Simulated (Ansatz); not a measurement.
**twisted 1T-ZrS2 monolayer on bilayer, 21.79° (63 atoms): close-ups with forces and charges**

The cell holds 63 atoms: 21 Zr and 42 S. Cell: a = 9.683 Å, b = 9.683 Å, c = 29.160 Å, α = 90.0°, β = 90.0°, γ = 120.0°. It derives from ZrS2 (1T-ZrS2). 1T-ZrS2 (a = 3.66 Å) under 1T-ZrS2 (a = 3.66 Å), monolayer on bilayer, commensurate cell of 7 unit cells a layer, twist 21.79 deg; facing planes 3.22, 3.18 Å apart; 14 Å of vacuum; layers as built, displaced by a Gaussian of 0.01 Å. Regions: layer 1, 21 atoms (7 Zr and 14 S); layer 2, 21 atoms (7 Zr and 14 S); layer 3, 21 atoms (7 Zr and 14 S). Vacuum lies along c.

Computed with Ansatz 0.2.0: Kohn-Sham DFT, PBE+D3(BJ), PAW (set soft_2), plane waves; cutoff 420 eV, k-mesh 3×3×1, gaussian smearing of 0.05 eV. Geometry: the geometry as built.

The whole cell was solved; only parts of it are printed.

The surroundings of Zr19, which bears the longest force, nearest first, numbered as they follow in the input and with coordinates relative to it.

| atom | x | y | z | distance (Å) | bonds | Löwdin charge (e) | Fx | Fy | Fz (eV/Å) |
| --- | --- | --- | --- | --- | --- | --- | --- | --- | --- |
| Zr19 | 0.00 | 0.00 | 0.00 | 0.00 | 6 | 0.81 | 0.055 | 0.448 | -0.129 |
| S12 | -0.68 | -1.97 | -1.46 | 2.55 | 3 | -0.32 | -0.012 | 0.011 | 0.042 |
| S17 | 1.39 | -1.57 | 1.45 | 2.55 | 3 | -0.32 | -0.061 | 0.031 | 0.208 |
| S11 | -2.07 | -0.37 | 1.46 | 2.56 | 3 | -0.32 | 0.111 | -0.035 | 0.130 |
| S21 | 2.10 | 0.42 | -1.45 | 2.59 | 3 | -0.33 | -0.132 | -0.034 | 0.068 |
| S20 | 0.72 | 2.02 | 1.45 | 2.59 | 3 | -0.34 | -0.204 | -0.066 | 0.008 |
| S15 | -1.40 | 1.64 | -1.47 | 2.61 | 3 | -0.34 | 0.149 | -0.116 | 0.245 |
| Zr16 | 0.69 | -3.56 | 0.02 | 3.62 | 6 | 0.81 | 0.106 | -0.356 | -0.089 |
| Zr10 | -2.75 | -2.36 | 0.00 | 3.63 | 6 | 0.80 | -0.150 | -0.149 | -0.083 |
| Zr4 | 3.46 | -1.16 | 0.02 | 3.65 | 6 | 0.80 | 0.200 | -0.001 | -0.110 |
| Zr13 | -3.44 | 1.21 | 0.01 | 3.65 | 6 | 0.81 | -0.133 | 0.255 | -0.063 |
| Zr7 | 2.76 | 2.42 | 0.01 | 3.68 | 6 | 0.80 | 0.071 | -0.038 | -0.036 |
| Zr1 | -0.69 | 3.64 | 0.01 | 3.70 | 6 | 0.81 | 0.006 | -0.141 | 0.040 |
| S8 | -1.39 | -3.97 | 1.46 | 4.45 | 3 | -0.33 | 0.076 | 0.056 | 0.063 |
| S6 | -4.14 | -0.78 | -1.45 | 4.45 | 3 | -0.33 | -0.021 | 0.041 | 0.041 |
| S18 | 2.78 | -3.17 | -1.46 | 4.46 | 3 | -0.34 | -0.060 | 0.023 | 0.176 |
| S5 | 4.16 | 0.82 | 1.47 | 4.48 | 3 | -0.34 | 0.019 | -0.017 | 0.013 |
| S3 | 1.39 | 4.01 | -1.45 | 4.49 | 3 | -0.34 | -0.001 | 0.078 | 0.080 |
| S14 | -2.76 | 3.22 | 1.48 | 4.50 | 3 | -0.35 | 0.032 | 0.011 | -0.102 |
| S33 | 0.01 | 0.03 | 4.68 | 4.68 | 3 | -0.33 | -0.043 | -0.044 | 0.046 |
| S2 | -4.81 | -2.75 | 1.46 | 5.73 | 3 | -0.34 | -0.108 | -0.073 | 0.050 |
| S9 | 0.01 | -5.57 | -1.43 | 5.75 | 3 | -0.34 | 0.052 | 0.072 | 0.034 |

The column of bonds counts only the pairs S-Zr within 3.28 Å; other neighbours, such as metal atoms beside each other in a compound, aren't counted, and periodic images can show an atom twice.

Local excerpt of 25 atoms (numbers count through the whole input) about S50, picked at random; x, y, z are measured from there.

| atom | x | y | z | distance (Å) | bonds | Löwdin charge (e) | Fx | Fy | Fz (eV/Å) |
| --- | --- | --- | --- | --- | --- | --- | --- | --- | --- |
| S50 | 0.00 | 0.00 | 0.00 | 0.00 | 3 | -0.34 | 0.024 | -0.043 | -0.132 |
| Zr52 | -0.69 | 2.00 | -1.46 | 2.57 | 6 | 0.81 | -0.206 | -0.139 | -0.015 |
| Zr58 | 2.08 | -0.41 | -1.46 | 2.57 | 6 | 0.81 | -0.044 | 0.083 | -0.034 |
| Zr49 | -1.39 | -1.59 | -1.47 | 2.57 | 6 | 0.81 | 0.021 | -0.101 | -0.079 |
| S45 | -2.08 | 0.38 | -2.92 | 3.60 | 3 | -0.34 | 0.044 | 0.128 | 0.026 |
| S54 | 1.39 | 1.61 | -2.92 | 3.61 | 3 | -0.33 | -0.098 | -0.105 | 0.148 |
| S51 | 0.70 | -2.00 | -2.93 | 3.62 | 3 | -0.34 | 0.001 | 0.049 | 0.098 |
| S53 | 0.68 | 3.59 | 0.00 | 3.65 | 3 | -0.32 | 0.028 | 0.076 | -0.017 |
| S62 | -3.45 | -1.19 | -0.01 | 3.65 | 3 | -0.33 | -0.070 | -0.107 | -0.011 |
| S56 | 2.76 | -2.42 | 0.00 | 3.66 | 3 | -0.33 | 0.082 | 0.135 | -0.108 |
| S47 | -0.71 | -3.60 | 0.00 | 3.67 | 3 | -0.34 | 0.065 | 0.062 | -0.126 |
| S44 | -2.77 | 2.40 | 0.02 | 3.67 | 3 | -0.35 | 0.057 | -0.059 | -0.316 |
| S59 | 3.47 | 1.21 | -0.01 | 3.68 | 3 | -0.33 | -0.154 | -0.124 | 0.007 |
| Zr46 | 2.76 | 3.19 | -1.46 | 4.47 | 6 | 0.80 | 0.123 | 0.111 | -0.170 |
| Zr55 | 1.38 | -3.99 | -1.47 | 4.47 | 6 | 0.80 | -0.113 | -0.200 | 0.045 |
| Zr43 | -4.17 | 0.79 | -1.46 | 4.48 | 6 | 0.80 | 0.186 | 0.223 | -0.068 |
| S57 | -1.39 | 3.98 | -2.92 | 5.13 | 3 | -0.33 | 0.040 | 0.123 | 0.049 |
| S60 | 4.14 | -0.80 | -2.93 | 5.14 | 3 | -0.33 | -0.040 | -0.103 | 0.126 |
| S63 | -2.78 | -3.20 | -2.95 | 5.16 | 3 | -0.34 | 0.019 | 0.017 | 0.383 |
| Zr43 | 5.52 | 0.79 | -1.46 | 5.76 | 6 | 0.80 | 0.186 | 0.223 | -0.068 |
| Zr61 | -0.01 | 5.58 | -1.46 | 5.77 | 6 | 0.81 | 0.069 | 0.033 | -0.164 |
| Zr61 | 4.84 | -2.80 | -1.46 | 5.78 | 6 | 0.81 | 0.069 | 0.033 | -0.164 |
| Zr46 | -2.08 | -5.19 | -1.46 | 5.78 | 6 | 0.80 | 0.123 | 0.111 | -0.170 |
| Zr55 | -3.46 | 4.39 | -1.47 | 5.78 | 6 | 0.80 | -0.113 | -0.200 | 0.045 |
| Zr61 | -4.85 | -2.80 | -1.46 | 5.79 | 6 | 0.81 | 0.069 | 0.033 | -0.164 |

The column of bonds counts only the pairs S-Zr within 3.28 Å; other neighbours, such as metal atoms beside each other in a compound, aren't counted, and periodic images can show an atom twice.

Length of the force by element:

| element | coordination | atoms | mean length of the force (eV/Å) | spread | least | most |
| --- | --- | --- | --- | --- | --- | --- |
| S | all | 42 | 0.152 | 0.0761 | 0.0288 | 0.384 |
| Zr | all | 21 | 0.240 | 0.101 | 0.0888 | 0.470 |

Löwdin charges by element (they lack the spilled electrons, 0.045 e an atom on average):

| element | coordination | atoms | mean charge (e) | spread | least | most |
| --- | --- | --- | --- | --- | --- | --- |
| S | all | 42 | -0.335 | 0.0067 | -0.348 | -0.322 |
| Zr | all | 21 | 0.804 | 0.0047 | 0.795 | 0.813 |

 The Löwdin charges lack the electrons that the projection spills, 0.045 e an atom on average.

[Hosts, paths, dates, database ids (printed as entryN), source tags and the programs' standing remarks are cut or masked in the printed files.]
